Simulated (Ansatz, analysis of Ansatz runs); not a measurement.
# Hyperfine coupling of the neutral bond-centred H (muonium) in Ge (PBE)

How near does this set-up come to the measured hyperfine coupling? Subject: neutral bond-centred H (muonium) in Ge. Set-up: PBE, 64-site cell, PBE lattice, 420 eV, k: the single point 1/4 1/4 1/4 then 2x2x2 shifted 0.5 0.5 0.5. The model is a cell of 64 host atoms with 1 H put in. The isotropic coupling follows from the spin density at the nucleus, the nuclear g-factor and the total spin. A local or semilocal functional is the cheapest first rung.

**The experiment.** 1H (muon value / 3.1833) (muon value divided by the ratio of moments 3.1833; muon (Mu, light H isotope)), printed as -96.5 MHz: -30.31 MHz, by muon spin resonance (leading '2' in as_printed is a garbled minus sign) (quoted in “Muonium as a hydrogen analogue in silicon and germanium: Quantum effects and hyperfine parameters”, 1999, A. R. Porter, M. D. Towler, and R. J. Needs, quoting earlier work (1988)). The calculation is set beside it at the end.

Main program and level: Ansatz 0.2.0; plane-wave PAW DFT, PBE; relaxation of all atoms of a defect supercell.

## 1. Set-up

The cell holds 65 atoms: 64 Ge and 1 H. Its edges and angles: a = 11.521 Å, b = 11.521 Å, c = 11.521 Å, α = 90.0°, β = 90.0°, γ = 90.0°. It derives from Ge (space group Fd-3m). Nearest the centre at fractional (0.302, 0.330, 0.305): H65 at 0.00 Å, Ge8 at 1.71 Å, Ge4 at 1.71 Å, Ge6 at 2.95 Å, Ge27 at 3.03 Å, Ge49 at 3.07 Å, Ge5 at 3.22 Å, Ge7 at 3.26 Å.

The host's primitive cell comes from a first run (plane-wave PAW DFT, PBE; relaxation of the host's cell and atoms): vectors of 4.073, 4.073 and 4.073 Å. That is 23.89 Å³ an atom, 5.5 % over the diffraction cell's volume. The supercell is built on it.

## 2. Relaxation, charge 0

Every later number rests on the structure around the defect, so the atoms are relaxed at the host's lattice first.

File relax/input.yaml:

```yaml
relax:
  f_tol: 0.02
  max_steps: 80
  random_displacement: { amplitude: 0.02, seed: 119 }
crystal:
  lattice:
    - [11.52078873, 0.0, 0.0]
    - [0.0, 11.52078873, 0.0]
    - [0.0, 0.0, 11.52078873]
  atoms:
    - { symbol: Ge, position: [0.0, 0.0, 0.25] }
    - { symbol: Ge, position: [0.0, 0.25, 0.0] }
    - { symbol: Ge, position: [0.25, 0.0, 0.0] }
    - { symbol: Ge, position: [0.227900819, 0.227900819, 0.227900819] }
    - { symbol: Ge, position: [0.125, 0.125, 0.375] }
    - { symbol: Ge, position: [0.125, 0.375, 0.125] }
    - { symbol: Ge, position: [0.375, 0.125, 0.125] }
    - { symbol: Ge, position: [0.397099181, 0.397099181, 0.397099181] }
    - { symbol: Ge, position: [0.0, 0.0, 0.75] }
    - { symbol: Ge, position: [0.0, 0.25, 0.5] }
    - { symbol: Ge, position: [0.25, 0.0, 0.5] }
    - { symbol: Ge, position: [0.25, 0.25, 0.75] }
    - { symbol: Ge, position: [0.125, 0.125, 0.875] }
    - { symbol: Ge, position: [0.125, 0.375, 0.625] }
    - { symbol: Ge, position: [0.375, 0.125, 0.625] }
    - { symbol: Ge, position: [0.375, 0.375, 0.875] }
    - { symbol: Ge, position: [0.0, 0.5, 0.25] }
    - { symbol: Ge, position: [0.0, 0.75, 0.0] }
    - { symbol: Ge, position: [0.25, 0.5, 0.0] }
    - { symbol: Ge, position: [0.25, 0.75, 0.25] }
    - { symbol: Ge, position: [0.125, 0.625, 0.375] }
    - { symbol: Ge, position: [0.125, 0.875, 0.125] }
    - { symbol: Ge, position: [0.375, 0.625, 0.125] }
    - { symbol: Ge, position: [0.375, 0.875, 0.375] }
    - { symbol: Ge, position: [0.0, 0.5, 0.75] }
    - { symbol: Ge, position: [0.0, 0.75, 0.5] }
    - { symbol: Ge, position: [0.25, 0.5, 0.5] }
    - { symbol: Ge, position: [0.25, 0.75, 0.75] }
    - { symbol: Ge, position: [0.125, 0.625, 0.875] }
    - { symbol: Ge, position: [0.125, 0.875, 0.625] }
    - { symbol: Ge, position: [0.375, 0.625, 0.625] }
    - { symbol: Ge, position: [0.375, 0.875, 0.875] }
    - { symbol: Ge, position: [0.5, 0.0, 0.25] }
    - { symbol: Ge, position: [0.5, 0.25, 0.0] }
    - { symbol: Ge, position: [0.75, 0.0, 0.0] }
    - { symbol: Ge, position: [0.75, 0.25, 0.25] }
    - { symbol: Ge, position: [0.625, 0.125, 0.375] }
    - { symbol: Ge, position: [0.625, 0.375, 0.125] }
    - { symbol: Ge, position: [0.875, 0.125, 0.125] }
    - { symbol: Ge, position: [0.875, 0.375, 0.375] }
    - { symbol: Ge, position: [0.5, 0.0, 0.75] }
    - { symbol: Ge, position: [0.5, 0.25, 0.5] }
    - { symbol: Ge, position: [0.75, 0.0, 0.5] }
    - { symbol: Ge, position: [0.75, 0.25, 0.75] }
    - { symbol: Ge, position: [0.625, 0.125, 0.875] }
    - { symbol: Ge, position: [0.625, 0.375, 0.625] }
    - { symbol: Ge, position: [0.875, 0.125, 0.625] }
    - { symbol: Ge, position: [0.875, 0.375, 0.875] }
    - { symbol: Ge, position: [0.5, 0.5, 0.25] }
    - { symbol: Ge, position: [0.5, 0.75, 0.0] }
    - { symbol: Ge, position: [0.75, 0.5, 0.0] }
    - { symbol: Ge, position: [0.75, 0.75, 0.25] }
    - { symbol: Ge, position: [0.625, 0.625, 0.375] }
    - { symbol: Ge, position: [0.625, 0.875, 0.125] }
    - { symbol: Ge, position: [0.875, 0.625, 0.125] }
    - { symbol: Ge, position: [0.875, 0.875, 0.375] }
    - { symbol: Ge, position: [0.5, 0.5, 0.75] }
    - { symbol: Ge, position: [0.5, 0.75, 0.5] }
    - { symbol: Ge, position: [0.75, 0.5, 0.5] }
    - { symbol: Ge, position: [0.75, 0.75, 0.75] }
    - { symbol: Ge, position: [0.625, 0.625, 0.875] }
    - { symbol: Ge, position: [0.625, 0.875, 0.625] }
    - { symbol: Ge, position: [0.875, 0.625, 0.625] }
    - { symbol: Ge, position: [0.875, 0.875, 0.875] }
    - { symbol: H, position: [0.301619, 0.330401, 0.30548] }
basis:
  ecutwfc: 420
  xc_grid: 2
hamiltonian:
  xc: pbe
kpoints:
  mp_grid: { grid: [1, 1, 1], shift: [0.25, 0.25, 0.25] }
magnetization:
  spin_polarized: true
  initial_magnetization: 1
  spin_locking: { lock_magnetization: hard }
scf:
  occupations: { method: fermi_dirac, width: 0.01 }
  max_iter: 120
output:
  forces: true
checkpoint:
  write: "../relax.run"
  compress: false
  write_wavefunctions: true
  write_every: 100000
```

Run with:

```bash
> ansatz run input.yaml --threads 4 --pin off --max-ram 14131MiB --backend cpu --events-out ev --progress --plain --runs-dir out
```

Numbers of over 12 decimals in the logs are rounded to 6 here.

The log of the run:

```text
[... repeated set-up lines and file paths are left out, and long positions are rounded to six places ...]
Engine: ansatz 0.2.0, x86_64-unknown-linux-gnu
Pseudopotentials: kind: paw
Pseudopotential: Ge, paw, valence charge 14, recommended cutoff 420 eV (normal), Ge.paw.azcp
Pseudopotential: H, paw, valence charge 1, recommended cutoff 420 eV (normal), H.paw.azcp
Functional definition: PBE
  parameter kappa = 0.804
  parameter beta = 0.066725
  exchange = pbe_x(kappa = kappa, mu = beta*pi^2/3)
  correlation = pbe_c(beta = beta)
Crystal: 65 atoms, lattice volume = 1529.138 Å³
Basis set: ecut = 420 eV, 29855 PW (Γ), exchange–correlation on 160×160×160 points (8 copies of the dense FFT grid, shifted against one another)
Bands: 539, of which v1, the nominal top of the filled ones, is band 449 counted from 1 (448 counted from 0)
Symmetry: 1 space group operations
k-points: 1
Non-local potential: Ge, projectors of the file, l = 0: 2, l = 1: 2, l = 2: 3, l = 3: 1
Non-local potential: H, projectors of the file, l = 0: 2, l = 1: 1
PAW form: soft (Blöchl's): semilocal exchange-correlation on the pseudo side does not see the compensation charge
PAW one-centre angular grid: Ge, 590 points (default); XC on 64 Gauss nodes
PAW one-centre angular grid: H, 110 points (default); XC on 64 Gauss nodes
Initial density: superposition of atomic densities (chi_scale 0.1, normalization cell)
Starting moments: Σ|m| = 1 μB on 65 of 65 sites
Initial wavefunctions: pseudopotential atomic-orbital guess
Functional: x = pbe(κ = 0.804, μ = 0.219515), c = pbe(β = 0.066725)
iter 1 solved again at ethr=1.59e-3 eV; its pass at ethr=3.10e-3 eV (dr2=1.42e1 eV) is discarded
SCF iter   1: F=—  HF=-274894.340927 eV  |F-HF|=—  |Δ(HF+E_count)|=         —  Δρ=1.68e-2 (↑1.61e-2 ↓1.68e-2)  dr2=1.43e1  dr2_m=3.54e-2  M=1.000 μB ∫|m|=1.037 μB  β_m=0.30  ethr=1.59e-3  ⟨swp⟩=2.0  Hψ=4826  notcnv=0
preconditioner: auto → Resta (q_TF=auto, 2.496 Å⁻¹)  ε∞=2.6  [insulator: Δε(μ)=0.421 eV  Ē_g=22.143 eV  σ=0.010 eV  W_gap=1.00  n_scr=388 (ndim 8)  ℏωp=28.4 eV  f_vac=0.001  D(μ)=0.00/eV (n_scr^D=0)  ε∞_Penn≈2.6]
spin=Collinear: Resta preconditioning applied to the charge; magnetization (m = ρ↑ − ρ↓) channel mixes plain (no charge-response kernel on spin).
SCF iter   2: F=—  HF=-274893.684140 eV  |F-HF|=—  |Δ(HF+E_count)|=   6.57e-1  Δρ=1.27e-2 (↑1.21e-2 ↓1.27e-2)  dr2=8.24e0  dr2_m=1.81e-2  M=1.000 μB ∫|m|=1.056 μB  β_m=0.65  ethr=1.59e-3  ⟨swp⟩=1.0  Hψ=1078  notcnv=0
SCF iter   3: F=—  HF=-274892.929493 eV  |F-HF|=—  |Δ(HF+E_count)|=   7.55e-1  Δρ=1.42e-3 (↑1.38e-3 ↓1.42e-3)  dr2=6.15e-1  dr2_m=8.43e-5  M=1.000 μB ∫|m|=1.162 μB  β_m=0.56  ethr=9.19e-4  ⟨swp⟩=2.0  Hψ=1515  notcnv=0
SCF iter   4: F=—  HF=-274892.842720 eV  |F-HF|=—  |Δ(HF+E_count)|=   8.68e-2  Δρ=7.76e-4 (↑7.59e-4 ↓7.76e-4)  dr2=4.90e-2  dr2_m=1.23e-4  M=1.000 μB ∫|m|=1.170 μB  β_m=0.68  ethr=6.86e-5  ⟨swp⟩=2.0  Hψ=2148  notcnv=0  defer=170
SCF iter   5: F=—  HF=-274892.879792 eV  |F-HF|=—  |Δ(HF+E_count)|=   3.71e-2  Δρ=3.83e-4 (↑3.83e-4 ↓3.60e-4)  dr2=1.48e-2  dr2_m=1.17e-5  M=1.000 μB ∫|m|=1.174 μB  β_m=0.70  ethr=5.47e-6  ⟨swp⟩=3.0  Hψ=1772  notcnv=0  defer=170
SCF iter   6: F=—  HF=-274892.891535 eV  |F-HF|=—  |Δ(HF+E_count)|=   1.17e-2  Δρ=8.24e-5 (↑8.24e-5 ↓8.18e-5)  dr2=5.64e-4  dr2_m=3.94e-7  M=1.000 μB ∫|m|=1.176 μB  β_m=0.81  ethr=1.65e-6  ⟨swp⟩=2.0  Hψ=1715  notcnv=0  defer=170
SCF iter   7: F=—  HF=-274892.892706 eV  |F-HF|=—  |Δ(HF+E_count)|=   1.17e-3  Δρ=2.09e-5 (↑2.09e-5 ↓2.05e-5)  dr2=3.32e-5  dr2_m=6.00e-8  M=1.000 μB ∫|m|=1.177 μB  β_m=0.84  ethr=6.29e-8  ⟨swp⟩=2.0  Hψ=1952  notcnv=0  defer=170
SCF iter   8: F=—  HF=-274892.892789 eV  |F-HF|=—  |Δ(HF+E_count)|=   8.35e-5  Δρ=1.04e-5 (↑1.04e-5 ↓1.03e-5)  dr2=3.46e-5  dr2_m=8.63e-9  M=1.000 μB ∫|m|=1.176 μB  β_m=0.70  ethr=1.11e-9  ⟨swp⟩=3.5  Hψ=2861  notcnv=0
SCF iter   9: F=-274892.892793 eV  HF=-274892.892792 eV  |F-HF|=6.32e-7  |Δ(HF+E_count)|=   2.72e-6  Δρ=3.67e-6 (↑3.67e-6 ↓3.65e-6)  dr2=9.75e-7  dr2_m=1.44e-9  M=1.000 μB ∫|m|=1.176 μB  ethr=1.11e-9  ⟨swp⟩=2.0  Hψ=2879  notcnv=0
SCF 1 converged in 9 iterations: F = -274892.892793 eV  dr2 = 9.75e-7
  greatest PAW one-centre occupation: 0.998 electrons in one spin orbital (limit 2), on the Ge atom at site 3 (counted from 0), in its partial waves of l = 2
relax step   1: F+E_penalty+E_count = -274892.89279263 eV  Δ(F+E_penalty+E_count) = +0.000e0 eV  max|allowed force component| = 7.417e-1 eV/Å  Δτ_max = 0.0000 Å  (9 SCF iters, dr2 threshold 1.00e-5 eV, accepted)
[... the SCF cycles and remarks between the steps are left out from here to the last step ...]
relax step   2: F+E_penalty+E_count = -274893.23181557 eV  Δ(F+E_penalty+E_count) = -3.390e-1 eV  max|allowed force component| = 1.365e-1 eV/Å  Δτ_max = 0.1074 Å  (6 SCF iters, dr2 threshold 3.44e-5 eV, accepted)
relax step   3: F+E_penalty+E_count = -274893.24511424 eV  Δ(F+E_penalty+E_count) = -1.330e-2 eV  max|allowed force component| = 3.933e-2 eV/Å  Δτ_max = 0.0251 Å  (6 SCF iters, dr2 threshold 1.16e-6 eV, accepted)
relax step   4: F+E_penalty+E_count = -274893.24703371 eV  Δ(F+E_penalty+E_count) = -1.919e-3 eV  max|allowed force component| = 2.320e-2 eV/Å  Δτ_max = 0.0357 Å  (6 SCF iters, accepted)
SCF iter   1: F=—  HF=-274893.249340 eV  |F-HF|=—  |Δ(HF+E_count)|=         —  Δρ=3.82e-4 (↑3.50e-4 ↓3.82e-4)  dr2=4.58e-3  dr2_m=1.01e-5  M=1.000 μB ∫|m|=1.181 μB  β_m=0.30  ethr=5.18e-6  ⟨swp⟩=5.5  Hψ=3001  notcnv=0  defer=170
SCF iter   2: F=—  HF=-274893.249034 eV  |F-HF|=—  |Δ(HF+E_count)|=   3.06e-4  Δρ=2.77e-4 (↑2.54e-4 ↓2.77e-4)  dr2=2.39e-3  dr2_m=5.16e-6  M=1.000 μB ∫|m|=1.181 μB  β_m=0.65  ethr=5.10e-7  ⟨swp⟩=2.0  Hψ=1242  notcnv=0  defer=170
SCF iter   3: F=—  HF=-274893.248762 eV  |F-HF|=—  |Δ(HF+E_count)|=   2.71e-4  Δρ=2.38e-5 (↑2.36e-5 ↓2.38e-5)  dr2=2.82e-4  dr2_m=2.63e-8  M=1.000 μB ∫|m|=1.180 μB  β_m=0.54  ethr=2.67e-7  ⟨swp⟩=2.0  Hψ=1176  notcnv=0  defer=170
SCF iter   4: F=—  HF=-274893.248719 eV  |F-HF|=—  |Δ(HF+E_count)|=   4.39e-5  Δρ=1.08e-5 (↑1.01e-5 ↓1.08e-5)  dr2=9.15e-6  dr2_m=1.45e-8  M=1.000 μB ∫|m|=1.180 μB  β_m=0.64  ethr=3.14e-8  ⟨swp⟩=2.0  Hψ=1069  notcnv=0  defer=170
SCF iter   5: F=—  HF=-274893.248414 eV  |F-HF|=—  |Δ(HF+E_count)|=   3.05e-4  Δρ=4.09e-6 (↑3.87e-6 ↓4.09e-6)  dr2=1.32e-6  dr2_m=1.98e-9  M=1.000 μB ∫|m|=1.180 μB  β_m=0.68  ethr=1.02e-9  ⟨swp⟩=2.0  Hψ=1801  notcnv=0  defer=170
SCF iter   6: F=—  HF=-274893.248414 eV  |F-HF|=—  |Δ(HF+E_count)|=   4.85e-7  Δρ=1.26e-6 (↑1.25e-6 ↓1.26e-6)  dr2=1.25e-7  dr2_m=1.48e-10  M=1.000 μB ∫|m|=1.180 μB  β_m=0.74  ethr=1.47e-10  ⟨swp⟩=2.0  Hψ=1805  notcnv=0  defer=170
SCF iter   7: F=-274893.248415 eV  HF=-274893.248415 eV  |F-HF|=1.24e-8  |Δ(HF+E_count)|=   1.19e-7  Δρ=4.27e-7 (↑4.27e-7 ↓4.25e-7)  dr2=1.71e-8  dr2_m=1.08e-11  M=1.000 μB ∫|m|=1.180 μB  ethr=1.11e-11  ⟨swp⟩=3.0  Hψ=2558  notcnv=0
SCF 5 converged in 7 iterations: F = -274893.248415 eV  dr2 = 1.71e-8
relax step   5: F+E_penalty+E_count = -274893.24841460 eV  Δ(F+E_penalty+E_count) = -1.381e-3 eV  max|allowed force component| = 9.875e-3 eV/Å  Δτ_max = 0.0650 Å  (7 SCF iters, accepted)
NSCF: frozen V_eff on 1 k-points
the band table was solved once a step of the walk had ended and its energy, with any forces and stress, was formed, with the checks that follow a solve (3279 applications of the Hamiltonian). They found nothing against the state; [...]
SCF converged after 7 iterations
Stability checked in part: among states of this total moment the steps that led to this state did not find it unstable. No probe was made; neither looks for a lower state of another moment (fixed_total_moment; see scf.lower_state_search)
Magnetization: 1.0000 μB (449.0000 up, 448.0000 down)
Absolute magnetization: 1.1410 μB (∫|ρ↑−ρ↓|, with the PAW one-centre terms)
Spin contamination: 0.0006 ħ² per cell (⟨S²⟩ above its minimum at these occupations)
Per-site moments (μB) at R_I (Å): [(0.00740988, 1.021200), (0.00741071, 1.020857), (0.00741541, 1.021232), [... 62 left out ...]
Free energy (F): -274893.248415 eV
Harris-Foulkes:  -274893.248415 eV  (|F-HF|=1.24e-8)
Internal energy: -274893.248415 eV  (E = F + TS)
E sigma→0 (E₀):  -274893.248415 eV
Fermi energy:    7.920573 (↑ 8.198830, ↓ 7.749417) eV
--- Per-component energies (eV) ---
  E_band       = -10078.129425
  E_kinetic    = 7116.048360
  E_local      = -160783.019013  (includes V_loc(G=0)·N_el)
  E_nonlocal   = 26765.249996
  E_hartree    = 70473.196108
  E_xc         = -4831.649442
  E_vxc        = -4127.250776  (∫ρ·V_xc dr)
  E_paw        = -129254.229472  (= ΣΔE_a)
  E_vpaw       = -19995.571813  (= ΣTr[D̂ρ^β])
  E_aug_tail   = 0.022333  (compensation charges beyond the density's cutoff)
  E_ewald      = -84378.867284
  E_smearing   = -0.000000  (= −TS)
  E_closure    = 0.000000  (closes the sum)
  Σ components = -274893.248415   (vs F -274893.248415, Δ=0.00e0)
--- Forces (eV/Å), atoms counted from 1 ---
  atom   1  Ge    -0.00677895     0.00452449    -0.00120944
  atom   2  Ge     0.00141419     0.00399159     0.00496901
  [... 1 atom left out ...]
  atom   4  Ge    -0.00240730    -0.00085830    -0.00126000
  atom   5  Ge     0.00287523     0.00004466    -0.00025947
  atom   6  Ge    -0.00327669    -0.00283638    -0.00531331
  atom   7  Ge     0.00113674     0.00032577     0.00042913
  atom   8  Ge     0.00011457     0.00052049    -0.00105456
  [... 12 atoms left out ...]
  atom  21  Ge    -0.00318808    -0.00244662    -0.00877877
  [... 5 atoms left out ...]
  atom  27  Ge     0.00449211     0.00290214     0.00583402
  [... 14 atoms left out ...]
  atom  42  Ge     0.00012596     0.00088345     0.00021939
  [... 6 atoms left out ...]
  atom  49  Ge     0.00115623     0.00001180     0.00467852
  [... 15 atoms left out ...]
  atom  65  H      0.00255137    -0.00496846     0.00094199
  max |Σ_I F_I| component: 1.61e-5 eV/Å
--- Band table (eV) ---
  k-point 0 ↑: bands = ["-17.1929", "-17.1585", "-17.1045", "-17.1045", [... 531 left out ...] "12.8429", "12.8862", "12.8863", "12.8981"]
  k-point 0 ↓: bands = ["-17.1858", "-17.1515", "-17.0997", "-17.0996", [... 531 left out ...] "12.8624", "12.9052", "12.9053", "12.9180"]
--- Relaxed structure (5 steps of the walk, 5 accepted, 0 SCFs on fresh bases) ---
  F+E_penalty+E_count = -274893.24841460 eV   max|allowed force component| = 9.875e-3 eV/Å
  atoms:
    - { symbol: Ge, position: [-0.003409, -0.002845, 0.247940] }
    - { symbol: Ge, position: [-0.003588, 0.248492, -0.003516] }
    [... 1 atom left out ...]
    - { symbol: Ge, position: [0.227635, 0.228142, 0.227685] }
    - { symbol: Ge, position: [0.119361, 0.119983, 0.377347] }
    - { symbol: Ge, position: [0.119296, 0.377691, 0.119402] }
    - { symbol: Ge, position: [0.377345, 0.119992, 0.119506] }
    - { symbol: Ge, position: [0.396983, 0.397529, 0.397040] }
    [... 12 atoms left out ...]
    - { symbol: Ge, position: [0.124890, 0.626435, 0.374371] }
    [... 5 atoms left out ...]
    - { symbol: Ge, position: [0.247294, 0.505772, 0.505201] }
    [... 14 atoms left out ...]
    - { symbol: Ge, position: [0.505022, 0.247652, 0.505084] }
    [... 6 atoms left out ...]
    - { symbol: Ge, position: [0.505160, 0.505751, 0.247328] }
    [... 15 atoms left out ...]
    - { symbol: H, position: [0.311535, 0.313967, 0.311983] }
```

Elapsed: 4.9 min, on 4 threads of Intel Xeon Platinum 8259CL at 2.50GHz (Skylake/Cascade Lake), shared host; peak memory 8.2 GiB.

[end of part 1 of 2]

[Logs are printed without paths, hosts, clocks, repeated set-up lines and the standing remarks that a program may print on its own settings, such as how far it seeks lower states.]

[Hosts, paths, dates, database ids (printed as entryN), source tags and the programs' standing remarks are cut or masked in the printed files.]

[For some hosts the program warned that the k-mesh of the response run may be too coarse for force constants and the static dielectric constant; such warnings are not shown here.]
